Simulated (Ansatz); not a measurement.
# EuMgAl4Si4 (Eu on 50 % of the Mg sites, one arrangement): which shell does photoemission see at 21.2 and 150 eV? (PBEsol)

The valence band of EuMgAl4Si4 (Eu on 50 % of the Mg sites, one arrangement) mixes several shells. Work out by hand which one leads the spectrum's area at each photon energy.

Filled states come from the projected DOS of Ansatz 0.2.0 (PBEsol+U, plane waves); cross sections σ and asymmetry parameters β are those of free atoms in a Dirac–Hartree–Slater calculation. A shell's area is states × σ × angular factor, which is 1 − β·P₂(cos θ)/2 for unpolarised light, with θ = 54.7° from the beam and P₂ = 0.001.

**At 21.2 eV** (states counted from 11.2 eV below the zero; other shells add 2.3 to the products' sum of 20.2):

| shell | filled states a cell | cross section (Mb an electron) | β | angular factor | product | share by hand (%) | share in the simulated spectrum (%) |
| --- | --- | --- | --- | --- | --- | --- | --- |
| Eu 5d | 3.80 | 2.63 | 0.67 | 1.00 | 9.99 | 49 | 49 |
| Eu 4f | 13.93 | 0.206 | 1.53 | 1.00 | 2.86 | 14 | 14 |
| Si 3s | 9.84 | 0.129 | 2.00 | 1.00 | 1.27 | 6 | 6 |
| Si 3p | 25.83 | 0.148 | 0.75 | 1.00 | 3.82 | 19 | 19 |

**At 150 eV** (states counted from 20.9 eV below the zero; other shells add 0.84 to the products' sum of 10.7):

| shell | filled states a cell | cross section (Mb an electron) | β | angular factor | product | share by hand (%) | share in the simulated spectrum (%) |
| --- | --- | --- | --- | --- | --- | --- | --- |
| Eu 5d | 3.81 | 0.00403 | -0.46 | 1.00 | 0.0154 | 0 | 0 |
| Eu 4f | 13.93 | 0.615 | 0.44 | 1.00 | 8.56 | 80 | 80 |
| Si 3s | 9.91 | 0.0407 | 2.00 | 1.00 | 0.403 | 4 | 4 |
| Si 3p | 26.07 | 0.0341 | 1.60 | 1.00 | 0.888 | 8 | 8 |

Eu 5d leads at 21.2 eV and Eu 4f at 150 eV. Between the two energies σ of Eu 5d changes by a factor 0.0015 and that of Eu 4f by 3.0, so their ratio moves 1950-fold in favour of the second. The simulated spectrum uses the same rule on the energy-resolved DOS, so the two share columns agree within a few points.

Only crystals where the two columns agree within 4 points and the lead is clear are worked in this form. Free-atom cross sections ignore the solid's final states, no escape depth or background enters, and the count of states a shell hangs on the projection.
